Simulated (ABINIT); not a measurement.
# CO2 (Cmce): a self-consistent loop beyond G0W0, cycle by cycle, part 3 of 3

Aim: iterate the self-energy on CO2 (Cmce) and follow the gap from cycle to cycle.

ABINIT 10.8.3; PBEsol and many-body steps on it, plane waves. Known limits of the many-body steps: not at the basis limit; coarse k mesh.

So far. Step 10 (evGW, cycle 1): Against G0W0 in ABINIT (4×4×2 mesh, 92 bands, screening to 130.6 eV, Godby-Needs plasmon pole), the gap moves by +1.114 eV. Step 13 (evGW, cycle 2): Against the cycle before, the gap moves by +0.061 eV.

## Step 14: Screening, 4×4×2 mesh, 92 bands, screening to 130.6 eV

This step: RPA screening on PBEsol, plane waves, norm-conserving pseudopotentials.

run.abi reads:

```
acell 3*1.0 Angstrom
rprim 
  2.635911230000 -2.387378120000 0.000000000000
  2.635911230000 2.387378120000 0.000000000000
  0.000000000000 0.000000000000 6.587174910000
ntypat 2
znucl 6 8
natom 6
typat 1 1 2 2 2 2
xred 
  0.000000000000 0.000000000000 0.000000000000
  0.500000000000 0.500000000000 0.500000000000
  0.806508570000 0.193491430000 0.891843390000
  0.193491430000 0.806508570000 0.108156610000
  0.693491430000 0.306508570000 0.391843390000
  0.306508570000 0.693491430000 0.608156610000
pp_dirpath "pseudos"
pseudos "C.upf, O.upf"
ecut 37
ngkpt 4 4 2
nshiftk 1
shiftk 0 0 0
kptopt 1
chksymbreak 0
istwfk *1
occopt 1
irdwfk 1
optdriver 3
nband 92
ecuteps 4.8
inclvkb 2
awtr 1
symchi 1
gwcalctyp 10
mbpt_sciss 6.276 eV
nqptdm 1
qptdm 
  0 0 0
indata_prefix "in"
outdata_prefix "out"
tmpdata_prefix "tmp"
```

Command:

```sh
> OMP_NUM_THREADS=1 mpirun -n 8 abinit run.abi > log
```

Numbers of over 12 decimals in the logs are rounded to 6 here.

The program printed:

```text
.Version 10.8.3 of ABINIT. v10.8.2 released Aug 2026.

 Symmetries : space group Cm c a (# 64); Bravais oC (1-face-center ortho.)
[... echo of the input left out ...]
== DATASET  1 ==================================================================
-   mpi_nproc: 8, omp_nthreads: 1 (-1 if OMP is not activated)

--- !DatasetInfo
iteration_state: {dtset: 1, }
dimensions: {natom: 6, nkpt: 14, mband: 92, nsppol: 1, nspinor: 1, nspden: 1, mpw: 6054, }
cutoff_energies: {ecut:  37.0, pawecutdg:  -1.0, }
[...]
[... chi0 elements left out ...]
 For q-point:  0.000010 0.000020 0.000030
  dielectric constant =   1.6218
  dielectric constant without local fields =   1.8253

  Average fulfillment of the sum rule on Im[epsilon] for q-point    1 :     68.61  [%]
[... wings left out ...]
== END DATASET(S) ==============================================================
================================================================================

 -outvars: echo values of variables after computation  --------
           etotal      0.0000000000E+00
            nband          92
             nkpt          14
          spgroup          64
 [... the other variables as echoed above ...]

 Calculation completed.
```

The job ended after 11 s (8 MPI ranks of Arm Neoverse V2, shared host; peak memory 2.9 GiB; 88 s of CPU time).

This step gave:

```yaml
eps_infinity_with_local_fields_on_this_mesh_along_the_program_s_q_direction: 1.622
the_same_without_local_fields: 1.825
plasma_frequency: 23.07 eV
plane_waves_in_the_screening_matrix: 277
```

This screening uses the functional's bands under a rigid shift, the mean opening of the cycle before.

## Step 15: Screening, 4×4×2 mesh, 92 bands, screening to 130.6 eV

This step: RPA screening on PBEsol from quasiparticle energies, plane waves, norm-conserving pseudopotentials.

run.abi, as its differences from that of step 14:

```diff
@@ -33,7 +33,19 @@
 symchi 1
+irdqps 1
 gwcalctyp 10
-mbpt_sciss 6.276 eV
-nqptdm 1
+nqptdm 13
 qptdm 
-  0 0 0
+  0.2500000000 0.0000000000 0.0000000000
+  0.5000000000 0.0000000000 0.0000000000
+  0.2500000000 0.2500000000 0.0000000000
+  0.5000000000 0.2500000000 0.0000000000
+  -0.2500000000 0.2500000000 0.0000000000
+  0.5000000000 0.5000000000 0.0000000000
+  0.0000000000 0.0000000000 0.5000000000
+  0.2500000000 0.0000000000 0.5000000000
+  0.5000000000 0.0000000000 0.5000000000
+  0.2500000000 0.2500000000 0.5000000000
+  0.5000000000 0.2500000000 0.5000000000
+  -0.2500000000 0.2500000000 0.5000000000
+  0.5000000000 0.5000000000 0.5000000000
 indata_prefix "in"
```

mrgscr.stdin reads:

```
2
merged
q0_SCR
out_SCR
1
```

Command:

```sh
> OMP_NUM_THREADS=1 mpirun -n 8 abinit run.abi > log; mrgscr < mrgscr.stdin
```

The program printed:

```text
.Version 10.8.3 of ABINIT. v10.8.2 released Aug 2026.

 Symmetries : space group Cm c a (# 64); Bravais oC (1-face-center ortho.)
[... echo of the input left out ...]
== DATASET  1 ==================================================================
-   mpi_nproc: 8, omp_nthreads: 1 (-1 if OMP is not activated)

--- !DatasetInfo
iteration_state: {dtset: 1, }
dimensions: {natom: 6, nkpt: 14, mband: 92, nsppol: 1, nspinor: 1, nspden: 1, mpw: 6054, }
cutoff_energies: {ecut:  37.0, pawecutdg:  -1.0, }
[...]
q-point number  1        q = ( 0.250000, 0.000000, 0.000000) [r.l.u.]
--------------------------------------------------------------------------------
[... chi0 elements left out ...]
  Average fulfillment of the sum rule on Im[epsilon] for q-point    2 :     76.54  [%]

--------------------------------------------------------------------------------
  q-point number  2        q = ( 0.500000, 0.000000, 0.000000) [r.l.u.]
--------------------------------------------------------------------------------
[... chi0 elements left out ...]
  Average fulfillment of the sum rule on Im[epsilon] for q-point    3 :     68.41  [%]

 [... 11 further q-points ...]
```

The job ended after 40 s (8 MPI ranks; peak memory 2.8 GiB; 5.4 min of CPU time).

This step gave:

```
plasma frequency                    : 23.07 eV
plane waves in the screening matrix : 277
```

This screening reads the quasiparticle levels of the cycle before.

## Step 16: evGW, cycle 3

This step: evGW on PBEsol, plane waves, norm-conserving pseudopotentials.

run.abi, as its differences from that of step 15:

```diff
@@ -27,12 +27,10 @@
 irdwfk 1
-optdriver 3
+optdriver 4
 nband 92
-ecuteps 4.8
-inclvkb 2
-awtr 1
-symchi 1
-irdqps 1
 gwcalctyp 10
-nqptdm 13
-qptdm 
+ecutsigx 37
+symsigma 1
+nkptgw 14
+kptgw 
+  0.0000000000 0.0000000000 0.0000000000
   0.2500000000 0.0000000000 0.0000000000
@@ -50,2 +48,21 @@
   0.5000000000 0.5000000000 0.5000000000
+bdgw 
+  5 22
+  5 22
+  5 22
+  5 22
+  5 22
+  5 22
+  5 22
+  5 22
+  5 22
+  5 22
+  5 22
+  5 22
+  5 22
+  5 22
+ecuteps 4.8
+irdscr 1
+ppmodel 1
+irdqps 1
 indata_prefix "in"
```

Command:

```sh
> OMP_NUM_THREADS=1 mpirun -n 8 abinit run.abi > log
```

The program printed:

```text
.Version 10.8.3 of ABINIT. v10.8.2 released Aug 2026.

 Symmetries : space group Cm c a (# 64); Bravais oC (1-face-center ortho.)
[... echo of the input left out ...]
== DATASET  1 ==================================================================
-   mpi_nproc: 8, omp_nthreads: 1 (-1 if OMP is not activated)

--- !DatasetInfo
iteration_state: {dtset: 1, }
dimensions: {natom: 6, nkpt: 14, mband: 92, nsppol: 1, nspinor: 1, nspden: 1, mpw: 6054, }
cutoff_energies: {ecut:  37.0, pawecutdg:  -1.0, }
[...]
.  kptgw no:  3; Maximum DeltaE = (   0.001  -0.000) for band index:  1
[...]
.  kptgw no: 13; Maximum DeltaE = (   0.002  -0.000) for band index:  3
.  kptgw no: 14; Maximum DeltaE = (   0.001  -0.000) for band index:  4

== END DATASET(S) ==============================================================
================================================================================

 -outvars: echo values of variables after computation  --------
           etotal      0.0000000000E+00
            nband          92
             nkpt          14
          spgroup          64
 [... the other variables as echoed above ...]

 Calculation completed.
```

The job ended after 4.1 min (8 MPI ranks; peak memory 5.4 GiB).

Numbers from this step:

* quasiparticle gap on the mesh: 11.33 eV
* gap of the density functional on the mesh: 6.582 eV
* k of the valence top: 0.5, 0.5, 0
* k of the conduction bottom: 0, 0, 0
* least direct quasiparticle gap on the computed points: 12.09 eV

Against the cycle before, the gap moves by +0.004 eV.

## Step 17: The runs together

Times are wall times on 8 MPI ranks of Arm Neoverse V2, shared host, good to a factor of about two. A run's time includes the screening step that it read.

```
           run   mesh  bands  screening cutoff (eV)  DFT gap (eV)  gap on the mesh (eV)  direct (eV)  ε∞ used     time
          G0W0  4×4×2     92                  130.6         6.582                10.151       10.877     1.83     50 s
evGW0, cycle 1  4×4×2     92                  130.6         6.582                10.753       11.511     1.83  4.8 min
evGW0, cycle 2  4×4×2     92                  130.6         6.582                10.567       11.307     1.83  4.8 min
evGW0, cycle 3  4×4×2     92                  130.6         6.582                10.572       11.314     1.83  4.8 min
 evGW, cycle 1  4×4×2     92                  130.6         6.582                11.265       12.019     1.64  4.9 min
 evGW, cycle 2  4×4×2     92                  130.6         6.582                11.326       12.081     1.62  4.9 min
 evGW, cycle 3  4×4×2     92                  130.6         6.582                11.330       12.086     1.62  4.9 min
```

## Step 18: Outcome

| Item | Value |
| --- | --- |
| G0W0 | 10.151 eV |
| evGW0, cycle 1 | 10.753 eV |
| evGW0, cycle 2 | 10.567 eV |
| evGW0, cycle 3 | 10.572 eV |
| evGW, cycle 1 | 11.265 eV |
| evGW, cycle 2 | 11.326 eV |
| evGW, cycle 3 | 11.330 eV |
| known limits | not at the basis limit; coarse k mesh |

In words: Only the bands that the input lists are updated; the others, empty or deep, keep the functional's energies or take a rigid shift. The evGW loop starts from the last levels of evGW0, so its cycles and time come on top of those. evGW0 ends at 10.57 eV, +0.42 eV from G0W0, after 3 cycles that took 12 min beside the first screening; the last moved the gap by 0.005 eV. evGW ends at 11.33 eV, +1.18 eV from G0W0, after 3 cycles that took 15 min beside the first screening; the last moved the gap by 0.004 eV. The first cycle of evGW0 takes the full correction, without the factor Z, so it overshoots the one-shot value. Bands and cutoff are finite, so the gap is not at the basis limit. The miss can reach some tenths of an eV and take either sign; the mesh is an error of its own. The 4×4×2 mesh is coarse for this cell, which bears on the long-range parts of exchange and screening. In the updated screening the q = 0 part is built from Kohn-Sham bands under a rigid shift, the other q from the quasiparticle levels.

[Paths, hosts, dates, memory and timing lines, banners, echoed tables and standing remarks are left out of the program output.]

[Logs are printed without paths, hosts, clocks, repeated set-up lines and the standing remarks that a program may print on its own settings, such as how far it seeks lower states.]

[Runs of the session that timed out or met a known fault of the program may be left out.]

[Hosts, paths, dates, database ids (printed as entryN), source tags and the programs' standing remarks are cut or masked in the printed files.]

[G0W0 gaps are taken among the corrected bands and points alone; a level outside them can change the order at an edge.]

[Where Ansatz stands beside ABINIT at settings called matched, ABINIT's density can come from a denser mesh and the files from another edition; pairs whose starting gaps differed by over 0.03 eV were left out, so agreement reads better than it is.]
